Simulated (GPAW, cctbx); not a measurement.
# Bonding in SbPW as X-rays see it

Question: by how much does bonding change the X-ray structure factors of SbPW, how firmly does DFT give the change, and what does a routine refinement make of it?

The cell comes from substitution in a known structure type and wasn't matched to any measured phase. All numbers below are calculated.

### 1. Find the equilibrium geometry

The density hangs on the geometry, so cell and atoms are relaxed first, with the symmetry held. The cutoff is set higher than for the density because stress converges slowly with plane waves.

Settings: GPAW 26.7.0, PBE, 570 eV, 6×4×6 k-points (along the axes of the calculation cell), Fermi–Dirac width 0.1 eV, BFGS to 0.03 eV/Å.

```text
cell
1.0
     3.345000000    0.000000000    0.000000000
     0.000000000    0.000000000   -5.264000000
    -1.672500000    5.748000000    0.000000000
W Sb P
2 2 2
Direct
0.901900000 0.486200000 0.803800000
0.098100000 0.986200000 0.196200000
0.564800000 0.378300000 0.129600000
0.435200000 0.878300000 0.870400000
0.698600000 0.694400000 0.397200000
0.301400000 0.194400000 0.602800000
```

```console
$ OMP_NUM_THREADS=1 mpirun -n 4 gpaw python run.py > gpaw.log
```

```text
BFGS:    0      -39.954189        3.656726
BFGS:    1      -40.919925        2.290261
BFGS:    2      -41.693692        1.182617
BFGS:    3      -41.805666        0.798190
...
BFGS:   21      -41.915390        0.047931
BFGS:   22      -41.915601        0.036393
BFGS:   23      -41.915683        0.021531
cell  3.3065 5.5354 6.3081  90.00 105.19 90.00
volume 111.420 A^3, largest force 0.020 eV/A, largest stress 0.12 GPa
```

After 23 steps the volume has changed by +10.1 % and the energy by -1.961 eV; the largest stress left is 0.12 GPa. It took 17 min on 4 cores of Arm Neoverse V2 (shared host), peak memory 1.6 GiB.

Relaxed structure: Cmc2_1 (no. 36), a = 3.3065 Å, b = 12.1752 Å, c = 5.5354 Å, α = 90.00°, β = 90.00°, γ = 90.00°.

```csv
atom,mult.,x,y,z
W1,4,0,0.8841,0.5241
Sb1,4,0,0.5687,0.6259
P1,4,0,0.7096,0.2911
```

### 2. The all-electron density

X-rays see the whole electron density, so the PAW density is rebuilt with its core regions. Subtracting spherical free atoms from the same code cancels the cores and leaves the deformation density Δρ, the part due to bonding.

Settings: PBE, 450 eV, 7×4×7 k-points (along the axes of the calculation cell), Fermi–Dirac width 0.1 eV; primitive cell of 6 atoms.

```console
$ OMP_NUM_THREADS=1 mpirun -n 4 gpaw python run.py > gpaw.log
```

```text
|iter:   1|       0s |  -42.174992 | +0.63 |       |
|iter:   2|       3s |  -42.220851 | -0.88 | -1.32 |
|iter:   3|       6s |  -41.923709 | -1.23 | -1.35 |
...
|iter:  10|      27s |  -41.786415c| -6.03 | -3.67 |
|iter:  11|      30s |  -41.786415c| -6.73 | -4.29c|
|iter:  12|      33s |  -41.786415c| -7.50c| -4.82c|
```

```text
gpts.py:43: UserWarning: Initial realspace grid (18,28,32) inconsistent with symmetries.
gpts.py:43: UserWarning: Initial realspace grid (18,28,32) inconsistent with symmetries.
gpts.py:43: UserWarning: Initial realspace grid (18,28,32) inconsistent with symmetries.
gpts.py:43: UserWarning: Initial realspace grid (18,28,32) inconsistent with symmetries.
gpts.py:70: UserWarning: Using symmetrized grid: (32,28,32).
gpts.py:70: UserWarning: Using symmetrized grid: (32,28,32).
gpts.py:70: UserWarning: Using symmetrized grid: (32,28,32).
gpts.py:70: UserWarning: Using symmetrized grid: (32,28,32).
grid (64, 56, 64)  electrons 280.000  moved by bonding 1.438 e
deformation density beyond 0.5 A of the nuclei: max 0.157, min -0.223 e/A^3
atom        x       y       z   Voronoi charge  moment
W 1    0.8841  0.4759  0.7681     -0.009       0.00
W 2    0.1159  0.9759  0.2319     -0.009       0.00
Sb3    0.5687  0.3741  0.1374      0.115       0.00
Sb4    0.4313  0.8741  0.8626      0.115       0.00
P 5    0.7096  0.7089  0.4191     -0.106       0.00
P 6    0.2904  0.2089  0.5809     -0.106       0.00
mean inner potential of superposed free atoms 24.749 V
total magnetic moment 0.000 muB
```

Deformation density in a plane through the shortest contact of the W atom at the origin, in 0.01 e/Å³ (clipped at ±99); x from -1.6 to 4.1 Å, y from 2.4 down to -2.4 Å:

```text
 -3   5   6  -4   .   .  -8  -7  -3  -2  -2  -3  -2  -1   0   1
 -3   0   1  -3  -2   1  -5  -6  -4  -3  -3  -3  -2  -2   0   1
 -2  -1   1   4  10  12   5   0  -2  -2  -2  -1  -1  -1  -1   0
  0  -1   0   4   8  10   5   1   0  -1  -2   0   2   1   0  -1
  0  -1  -2   1  -1  -1   0   1   3   0  -5  -4   0   1   0   0
  0  -4  -7   8   .   1   1   4  10   5  -6   .  -6  -1   1   1
  0  -5 -10  -8   .   . -14   3  15  12   .   .  -5   0   2   2
  2   0   0   8   .   2  -5   3  11   7  -5   .   4   7   4   1
  3   5   4  -1  -4   3   2   3   4   1  -4  -1   8   9   2  -5
  0   4   3  -1  -1   4   5   3   1  -1  -2   1   5   3  -4  -9
 -4   0   1   1   2   4   4   1  -2  -2  -2   0   1   0  -3   0
 -5  -3  -1  -1  -2  -2  -2  -3  -5  -3  -1   0   3   5   0  -4
 -2  -3  -3  -5  -5  -3   .  -3  -4   0   1   1   5  12  11   3
```

Atoms in or within 0.15 Å of the plane: W (0.0, 0.0), P (2.5, 0.0) Å. Dots mark points within about 0.45 Å of a nucleus; large values next to them are atomic features.

P gains most (-0.11 e) and Sb loses most (+0.12 e), which isn't the order of electronegativity: valence and coordination count too, and Voronoi cells cut space at the midplane whatever the atoms' sizes. Such charges fall far short of formal ones, since overlapping free atoms already put density on their neighbours. Along the shortest contact from the W atom at the map's origin, W–P at 2.49 Å, Δρ is +0.11 e/Å³ at the midpoint and highest, +0.16, 1.55 Å from W (points within 0.5 Å of a nucleus left out): a bond charge, the mark of covalency, pulled towards P. At the midpoints of other shortest contacts it is +0.12 (Sb–P, 2.52 Å), +0.05 (W–Sb, 2.81 Å), -0.01 (Sb–Sb, 3.23 Å) and +0.01 (W–W, 3.31 Å) e/Å³. Point values carry grid noise of about 0.01 e/Å³. The run needed 12 iterations, 44 s.

### 3. Structure factors

The Fourier components of Δρ, added to those of the free atoms, give the static X-ray structure factors; the Mott–Bethe relation turns them into the Fourier components V of the potential that fast electrons feel.

```text
static structure factors of the conventional cell: F in electrons, V (Mott-Bethe) in volts
   h  k  l      d  |F| table  |F| free   |F| DFT   change   |V| free  |V| DFT  change %
   0  2  0  6.0876   110.107   110.102   109.883   -0.219     2.800    2.967      6.0
   0  2  1  4.0955   167.433   167.295   167.802    0.508     3.784    3.620     -4.4
   1  1  0  3.1909    25.941    25.762    25.888    0.126     1.100    1.127      2.4
   0  4  0  3.0438   256.822   256.651   256.602   -0.049     6.066    6.075      0.2
   0  0  2  2.7677   302.888   302.683   302.078   -0.605     7.242    7.334      1.3
   1  1  1  2.7645   231.094   230.998   231.189    0.191     6.504    6.467     -0.6
   0  4  1  2.6672   151.977   152.113   152.595    0.481     5.979    5.909     -1.2
   1  3  0  2.5634   161.022   160.832   160.565   -0.267     3.236    3.272      1.1
   0  2  2  2.5195   144.934   145.004   145.182    0.178     5.222    5.197     -0.5
   1  3  1  2.3261   343.387   343.176   342.584   -0.592     9.286    9.350      0.7
   1  1  2  2.0908   198.115   197.888   197.541   -0.347     4.915    4.943      0.6
   0  4  2  2.0477   259.113   258.711   257.762   -0.949     6.190    6.271      1.3
   0  6  0  2.0292   211.576   211.427   210.602   -0.825     5.443    5.513      1.3
   1  5  0  1.9607   157.194   156.829   156.124   -0.705     3.718    3.774      1.5
```

The largest X-ray change is -0.95 e on 042, 0.4 % of |F|. For electrons V goes as (Z − F)/g², so a change of F counts against Z − F, which is small at low angle and wherever the atoms' terms cancel: |V| of 020 moves by +6.0 % (2.80 to 2.97 V) against -0.2 % in |F|. The last three rows still change by up to 0.95 e; the table stops while the angles are still low. The tabulated Hartree–Fock atoms differ from the free DFT atoms by up to 0.40 e, so the choice of reference atom matters too.

### 4. Which functional?

The same geometry is run with other functionals, to see whether the bonding signal is larger than the spread between approximations. Free atoms are LDA for LDA and PBE otherwise; meta-GGAs and hybrids keep PBE cores. Any other changed setting is in the row's label.

```
   run  ΔF 042 (e)  ΔF 002 (e)  ΔF 131 (e)  q(P) (e)  moved (e)     time
   PBE      -0.949      -0.605      -0.592    -0.106      1.438     44 s
   LDA      -0.933      -0.553      -0.571    -0.096      1.388     43 s
r2SCAN      -0.980      -0.546      -0.574    -0.111      1.590  2.1 min
```

At the base's settings ΔF(042) spans -0.980 to -0.933 e, a spread of 5 % of the PBE value; over the three listed reflections the spread is at most 10 %, so sign and size hold across the functionals. Times are from shared hosts.

### 5. Refining ordinary atoms against data with bonding

Routine crystallography fits spherical atoms. To see the bias, intensities are simulated from tabulated atoms plus the DFT change ΔF, so that bonding alone can misfit (7170 reflections of the full sphere, merged to the counts below, to 0.4 Å, 1 % proportional noise plus counting noise, assumed isotropic U as listed, Δρ smeared by the mean U) and refined with cctbx over different ranges.

```csv
range,data,R1,GooF,U W1 (true 0.0055),U Sb1 (true 0.0064),U P1 (true 0.0097),largest shift (Å),"Δρ max, min (e/Å³)"
all data,1980,0.0060,0.94,0.0055,0.0064,0.0097,0.0002,"0.59, -0.80"
"low resolution, d > 0.84",230,0.0038,0.95,0.0055,0.0064,0.0094,0.0027,"0.19, -0.23"
"high order, d < 0.75",1654,0.0070,0.95,0.0055,0.0064,0.0097,0.0008,"0.47, -0.63"
"occupancies free, d > 0.7",392,0.0038,0.92,0.0055,0.0064,0.0097,0.0015,"0.23, -0.31"
```

With all data GooF is 0.94, so at this noise the bonding hardly shows; the top residual peak lies 1.04 Å from P and 1.48 Å from W. No U is off by more than 3 s.u. at low resolution. With W1 held at 1 and the scale free, the other occupancies refine to Sb1 1.000(0.001) and P1 1.000(0.005), within three s.u. of full.

### 6. Answer

Bonding moves 1.44 e in the primitive cell of SbPW and changes the structure factors of the conventional cell in the table above by at most 0.95 e (042, 0.4 %), and among reflections above 2 % of the strongest by up to 0.5 % (110). The shortest bond, W–P, has Δρ = +0.11 e/Å³ at its midpoint, a covalent bond charge. At the base's settings ΔF(042) spans -0.980 to -0.933 e, a spread of 5 % of the PBE value; over the three listed reflections the spread is at most 10 %, so sign and size hold across the functionals. With all data GooF is 0.94, so at this noise the bonding hardly shows. Limits: static density, frozen cores, no spin–orbit coupling.

[Outputs are excerpts: Python notices, other lines and further rows are left out; steps that failed or that the build refused (PBEsol, TPSS) are not shown.]

[Logs are printed without paths, hosts, clocks, repeated set-up lines and the standing remarks that a program may print on its own settings, such as how far it seeks lower states.]
